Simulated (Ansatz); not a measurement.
# BaTiO3 (P4mm) under biaxial strain in the (001) plane, that of a and b, part 2 of 3

Aim: how do the optical modes of BaTiO3 (P4mm) shift and split under this strain?

Ansatz 0.2.0; DFT LDA, scalar-relativistic, plane waves, PAW; PAW set soft_1.

So far. Step 4 (Tight relaxation): The largest force component left is 0.57 meV/Å and the pressure is 0.000 GPa, within the tolerances set. The cell now holds 12.26 Å³/atom.

The database entry behind the starting cell differs from later determinations by our own check (c/a about 0.6 % short), so it need not match the best structure at ambient conditions.

**5. Zone-centre response at rest**

The modes at rest are the reference of the series, and the response to a field gives the dielectric tensor and the Born charges.

Input file input.yaml:

```yaml
crystal:
  lattice:
    - [3.9269707458, 0.0, 0.0]
    - [0.0, 3.9269707458, 0.0]
    - [0.0, 0.0, 3.9745617784]
  atoms:
    - { symbol: O, position: [0.5, 0.5, 0.0221038363] }
    - { symbol: O, position: [0.5, 0.0, 0.5154553462] }
    - { symbol: O, position: [0.0, 0.5, 0.5154553462] }
    - { symbol: Ti, position: [0.5, 0.5, 0.4888978265] }
    - { symbol: Ba, position: [0.0, 0.0, 0.0010876448] }
kpoints:
  mp_grid: { grid: [8, 8, 8] }
hamiltonian:
  xc: lda
  pseudopotentials: { kind: paw, azcp: { folder: soft_1 }, xc_functional: pbe }
scf:
  occupations: { method: fixed }
output:
  eigenvalues: true
phonons:
  method: dfpt
  dielectric: true
  rigid_motions: translations
```

Launch:

```console
$ ansatz run input.yaml --threads 8 --pin off --max-ram 20480MiB --backend cpu --events-out ev --progress --plain --runs-dir out
```

Numbers of over 12 decimals in the logs are rounded to 6 here.

The program printed:

```text
[...]
Crystal: 5 atoms, lattice volume = 61.292 Å³
Basis set: ecut = 420 eV, 1213 PW (Γ), exchange–correlation on 54×54×54 points (8 copies of the dense FFT grid, shifted against one another)
Bands: 25, of which v1, the nominal top of the filled ones, is band 20 counted from 1 (19 counted from 0)
Symmetry: 8 space group operations
k-points: 260 of 512 (irreducible under 1 space group operation, time reversal used)
[...]
SCF iter   1: F=—  HF=-9905.107547 eV  |F-HF|=—  |Δ(HF+E_count)|=         —  Δρ=5.43e-2  dr2=1.88e0  ethr=3.10e-3  ⟨swp⟩=4.7  Hψ=25229  notcnv=0  defer=563
[...]
SCF iter  11: F=-9904.638441 eV  HF=-9904.638441 eV  |F-HF|=1.82e-11  |Δ(HF+E_count)|=  1.82e-12  Δρ=2.06e-7  dr2=2.80e-11  ethr=1.00e-12  ⟨swp⟩=11.8  Hψ=42365  notcnv=0
SCF 1 converged in 11 iterations: F = -9904.638441 eV  dr2 = 2.80e-11
[...]
DFPT response loops at Γ: preconditioner auto → none (the input reference at scf.mixing.eps_inf says where Resta's filter doesn't serve); β = 0.50; Broyden in place of MSR1
── the response to a field inside a basis, on 8×8×8 k-points: an SCF that follows is theirs, and a resumed run solves both again ──
Bands: 21, of which v1, the nominal top of the filled ones, is band 20 counted from 1 (19 counted from 0)
k-points: 40 of 512 (time reversal used)
[...]
Eigensolver: Dense (40 Hₖ)
SCF iter   1: F=—  HF=-9904.634725 eV  |F-HF|=—  |Δ(HF+E_count)|=         —  Δρ=4.53e-4  dr2=2.37e-5  ethr=1.00e-1
[...]
SCF iter   4: F=-9904.634717 eV  HF=-9904.634717 eV  |F-HF|=4.61e-8  |Δ(HF+E_count)|=   4.73e-7  Δρ=1.44e-5  dr2=7.81e-8  ethr=5.18e-9
SCF 1 converged in 4 iterations: F = -9904.634717 eV  dr2 = 7.81e-8
[...]
SCF converged after 11 iterations
Free energy (F): -9904.638441 eV
[...]
Internal energy: -9904.638441 eV  (E = F + TS)
E sigma→0 (E₀):  -9904.638441 eV
Fermi energy:    10.597625 eV
[...]
--- Band table (eV; the first three rows and the last of 260) ---
  k-point 0: bands = [... 16 lower, 9.3141, 10.3416, 10.3589, 10.3589, 12.4497, 12.6975, 12.6975, 15.0354, ... 1 higher]
  k-point 1: bands = [... 16 lower, 9.1746, 9.9820, 10.2888, 10.2888, 12.4697, 12.9780, 12.9780, 15.0368, ... 1 higher]
  k-point 2: bands = [... 16 lower, 8.8724, 9.3117, 10.1289, 10.1289, 12.5190, 13.5876, 13.5876, 15.0388, ... 1 higher]
  k-point 259: bands = [... 16 lower, 8.2385, 10.4699, 10.4699, 10.5976, 15.0825, 15.0825, 15.1103, 17.4224, ... 1 higher]
--- Phonons (Γ-DFPT): 9 representative perturbations + reference, on 260 of 512 k-points (Σ response iterations 31) ---
  k mesh reduced under 1 symmetry operation, with k and −k counted as one. Each operation leaves every solved perturbation unchanged. A smaller set is not considered because the run solves the response to a homogeneous field
  ASR residual: 1.552e-4 → 0.000e0 eV/Å²; symmetrization residual: 1.467e-5 eV/Å²
  ASR residual per site (eV/Å²): 1.61e-5 3.29e-5 3.29e-5 1.55e-4 4.63e-5
  Γ frequencies (cm⁻¹): -94.93 -94.93 0.00 0.00 0.00 174.16 179.08 179.08 261.41 288.32 288.32 288.62 481.00 481.00 508.52
  ε∞ (high-frequency dielectric tensor):
        6.551681     0.000000    -0.000000
        0.000000     6.551681     0.000000
       -0.000000     0.000000     6.043829
  softest optical mode at Γ: -94.93 cm⁻¹; the repairs (sum rule, projections) moved no ω² at Γ by more than (2.15 cm⁻¹)²
  Born effective charges Z* (e; rows j = field, columns β = displacement):
    site 0:
        -2.09284    0.00000   -0.00000
         0.00000   -2.09284    0.00000
         0.00000    0.00000   -5.02062
    site 1:
        -2.16872    0.00000    0.00000
         0.00000   -5.66049    0.00000
        -0.00000    0.00000   -2.03466
    site 2:
        -5.66049    0.00000    0.00000
         0.00000   -2.16872    0.00000
         0.00000    0.00000   -2.03466
    site 3:
         7.14891    0.00000   -0.00000
         0.00000    7.14891    0.00000
        -0.00000    0.00000    6.26047
    site 4:
         2.77314    0.00000   -0.00000
         0.00000    2.77314    0.00000
        -0.00000    0.00000    2.82946
  Z* charge neutrality: 1.071e-3 e pre-enforcement
  solved inside a basis spanned on kpoints, on 8×8×8 k-points, its susceptibility summed on 12×12×12: ε∞ is read to err by 1.9e-2, Z* by 2.8e-2 e (field_mesh: kpoints solves on kpoints); Z* is corrected for what the basis lacks
  optical modes at Γ without the LO–TO term, one row a degenerate level:
      ω (cm⁻¹)  modes    IR ((D/Å)²/amu)
        -94.93      2           157.4663
        174.16      1             8.1846
        179.08      2             3.3210
        261.41      1            49.6964
        288.32      2             0.2150
        288.62      1             0.0000
        481.00      2             9.4506
        508.52      1            10.6421
  optical modes at Γ + LO–TO along q̂ = [1.0000, 0.0000, 0.0000]:
      ω (cm⁻¹)  modes    IR ((D/Å)²/amu)
        -94.93      1            78.7331
        174.16      1             8.1846
        176.41      1             0.0188
        179.08      1             1.6605
        261.41      1            49.6964
        288.04      1             0.0085
        288.32      1             0.1075
        288.62      1             0.0000
        454.11      1             3.8377
        481.00      1             4.7253
        508.52      1            10.6421
        685.50      1            81.3615
  optical modes at Γ + LO–TO along q̂ = [0.0000, 1.0000, 0.0000]:
      ω (cm⁻¹)  modes    IR ((D/Å)²/amu)
        -94.93      1            78.7331
        174.16      1             8.1846
[...]
454.11      1             3.8377
        481.00      1             4.7253
        508.52      1            10.6421
        685.50      1            81.3615
  optical modes at Γ + LO–TO along q̂ = [0.0000, 0.0000, 1.0000]:
      ω (cm⁻¹)  modes    IR ((D/Å)²/amu)
        -94.93      2           157.4663
        179.08      2             3.3210
        187.35      1             0.0744
        288.32      2             0.2150
        288.62      1             0.0000
        458.80      1             4.1249
        481.00      2             9.4506
        711.47      1            64.3237
```

Wall time 78 s (8 threads of Arm Neoverse V2, shared host); peak memory 1.9 GiB.

This step gave:

| Item | Value |
| --- | --- |
| sum-rule residual before enforcement | 1.55e-4 eV/Å² |
| miss of the charge sum rule | 0.001071 e |
| estimated error of the dielectric tensor | 0.01883 |
| estimated error of the Born charges | 0.02848 e |
| point group | 4mm |
| highest optical mode at the zone centre (no LO-TO term) | 508.5 cm⁻¹ |
| lowest optical zone-centre mode | -94.93 cm⁻¹ |
| mean high-frequency dielectric constant | 6.382 |
| largest Born charge (third of the trace) | 6.853 e |
| top of the zone-centre spectrum with the field | 711.5 cm⁻¹ |

Without the LO-TO term. Patterns of degenerate modes are one choice out of their space. Modes at Γ, with each element's share of the kinetic energy (negative means imaginary):

```csv
mode,frequency (cm⁻¹),symmetry,O %,Ti %,Ba %
1,-94.9,E,55,45,0
2,-94.9,E,55,45,0
3,0.0,acoustic,21,21,59
4,0.0,acoustic,21,21,59
5,0.0,acoustic,21,21,59
6,174.2,A1,41,18,40
7,179.1,E,26,33,41
8,179.1,E,26,33,41
9,261.4,A1,38,61,1
10,288.3,E,100,0,0
11,288.3,E,100,0,0
12,288.6,B1,100,0,0
13,481.0,E,99,1,0
14,481.0,E,99,1,0
15,508.5,A1,100,0,0
```

Displacements in mode 2 (-94.9 cm⁻¹), the largest set to 1:
```
O1   0.12 -0.59  0.00
O2   0.14 -1.00  0.00
O3   0.20 -0.72  0.00
Ti4 -0.14  0.72  0.00
Ba5  0.00  0.02  0.00
```

Displacements in mode 9 (261.4 cm⁻¹), the largest set to 1:
```
O1   0.00  0.00 -0.72
O2   0.00  0.00 -0.82
O3   0.00  0.00 -0.82
Ti4  0.00  0.00  1.00
Ba5  0.00  0.00 -0.07
```

Optical modes at the zone centre, without and with the macroscopic field of the longitudinal modes; each column is sorted by frequency, so a row need not hold one and the same mode. Modes with and without the field, by row:

```csv
rank among optical modes,no field (cm⁻¹),"q along (1, 0, 0) (cm⁻¹)","q along (0, 0, 1) (cm⁻¹)"
1,-94.9,-94.9,-94.9
2,-94.9,174.2,-94.9
3,174.2,176.4,179.1
4,179.1,179.1,179.1
5,179.1,261.4,187.3
6,261.4,288,288.3
7,288.3,288.3,288.3
8,288.3,288.6,288.6
9,288.6,454.1,458.8
10,481,481,481
11,481,508.5,481
12,508.5,685.5,711.5
```

Born charge (rows field, columns displacement) (e), principal values of the symmetric part by kind of site:

```csv
atom,atoms with these values,low,middle,high,mean
O1,1,-5.02,-2.09,-2.09,-3.07
O2,2,-5.66,-2.17,-2.03,-3.29
Ti4,1,6.26,7.15,7.15,6.85
Ba5,1,2.77,2.77,2.83,2.79
```

In full for Ba5:

```
2.77 0.00 0.00
0.00 2.77 0.00
0.00 0.00 2.83
```

High-frequency dielectric tensor:

```
6.55 0.00 0.00
0.00 6.55 0.00
0.00 0.00 6.04
```

Transverse modes; imaginary modes are left out. Lines of the infrared spectrum (strongest = 100):

```csv
position (cm⁻¹),relative intensity
174,16
179,6.7
261,100
288,0.4
289,0.0
481,19
508,21
```

Before it was imposed, the acoustic sum rule was missed by 1.6e-4 eV/Å² and the charge sum rule by 0.0011 e. Small misses are needed for a sound result but don't prove that mesh and cutoff are converged. The lowest optical mode is imaginary, 94.9i cm⁻¹, so the energy falls along it.

**6. Relaxation of a member: biaxial strain of +4 % in the (001) plane, that of a and b**

The cell takes a biaxial strain of +4 % in the (001) plane, that of a and b. The strained lengths are held, while the rest of the cell and the atoms relax.

input.yaml, the sections that differ from step 5:

```yaml
crystal:
  lattice:
    - [4.0840495757, 0.0, 0.0]
    - [0.0, 4.0840495757, 0.0]
    - [0.0, 0.0, 3.8665018556]
  atoms:
    - { symbol: O, position: [0.5, 0.5, 0.0085851487] }
    - { symbol: O, position: [0.5, 0.0, 0.5085921377] }
    - { symbol: O, position: [0.0, 0.5, 0.5085921377] }
    - { symbol: Ti, position: [0.5, 0.5, 0.5086221343] }
    - { symbol: Ba, position: [0.0, 0.0, 0.0086084415] }
output:
  forces: true
  stress: true
  eigenvalues: true
relax:
  adjacent_minimum: "off"
  f_tol: 0.001
  max_steps: 60
  cell: { stress_tol: 0.01, fix: [a, b, gamma] }
# kpoints, hamiltonian, scf: as in step 5
# phonons: removed
```

The program printed:

```text
[...]
Crystal: 5 atoms, lattice volume = 64.491 Å³
Basis set: ecut = 420 eV, 1277 PW (Γ)
Bands: 25, of which v1, the nominal top of the filled ones, is band 20 counted from 1 (19 counted from 0)
Symmetry: 8 space group operations
[...]
k-points: 75 of 512 (time reversal used)
[...]
cell:  # Å, volume = 64.1294 Å³
    - [4.0840495757, 0, -4.450786285476583e-18]
    - [0, 4.0840495757, 0]
    - [-4.2137033629726806e-18, 0, 3.844814]
  atoms:
    - { symbol: O, position: [0.500000, 0.500000, 0.00860063] }
    - { symbol: O, position: [0.500000, 0, 0.508600] }
    - { symbol: O, position: [0, 0.500000, 0.508600] }
    - { symbol: Ti, position: [0.500000, 0.500000, 0.508600] }
    - { symbol: Ba, position: [0, 0, 0.00859877] }
[key lines of the parts left out:]
SCF converged after 6 iterations
Free energy (F): -9904.445656 eV
Fermi energy:    9.956397 eV
P = ⅓ Tr σ = -8.0267 GPa (-80.267 kbar)
```

Run time: 13 s. Hardware: 8 threads; peak memory 0.56 GiB; 98 s of CPU time.

The steps of the relaxation:

```csv
step,energy less that of the first step (eV),largest force component (eV/Å),pressure (GPa),volume (Å³)
1,0.0000,0.0000,-9.05,64.49
2,-0.0028,0.0001,-8.37,64.25
3,-0.0034,0.0001,-8.02,64.14
4,-0.0034,0.0001,-8.03,64.14
5*,-0.0023,0.0001,-8.05,64.14
6,-0.0023,0.0000,-8.03,64.13
7*,-0.0023,0.0000,-8.03,64.13
```

Relaxation steps marked * repeat the geometry before them on a plane-wave basis chosen anew for their cell, so energy and pressure can jump there.

The run keeps the 8 symmetry operations that it works with, so distortions that break them were not tested.

```csv
"conventional cell, symmetrised",before,after,change
a (Å),4.084,4.084,+0.0 %
b (Å),4.084,4.084,+0.0 %
c (Å),3.867,3.845,-0.6 %
volume (Å³/atom),12.90,12.83,-0.6 %
```

The relaxed structure:

```xyz
5
Lattice="4.0840 0.0000 0.0000 0.0000 4.0840 0.0000 0.0000 0.0000 3.8448" Properties=species:S:1:pos:R:3 pbc="T T T"
O     2.0420    2.0420    0.0331
O     2.0420    0.0000    1.9555
O     0.0000    2.0420    1.9555
Ti    2.0420    2.0420    1.9555
Ba    0.0000    0.0000    0.0331
```

Numbers from this step:

| Property | Result |
| --- | --- |
| pressure | -8.027 GPa |
| gap on the k-mesh | 1.592 eV |
| volume per atom | 12.83 Å³ |

The largest force component left is 0.033 meV/Å.

(Continued in part 3 of 3.)

[Logs are printed without paths, hosts, clocks, repeated set-up lines and the standing remarks that a program may print on its own settings, such as how far it seeks lower states.]

[Hosts, paths, dates, database ids (printed as entryN), source tags and the programs' standing remarks are cut or masked in the printed files.]
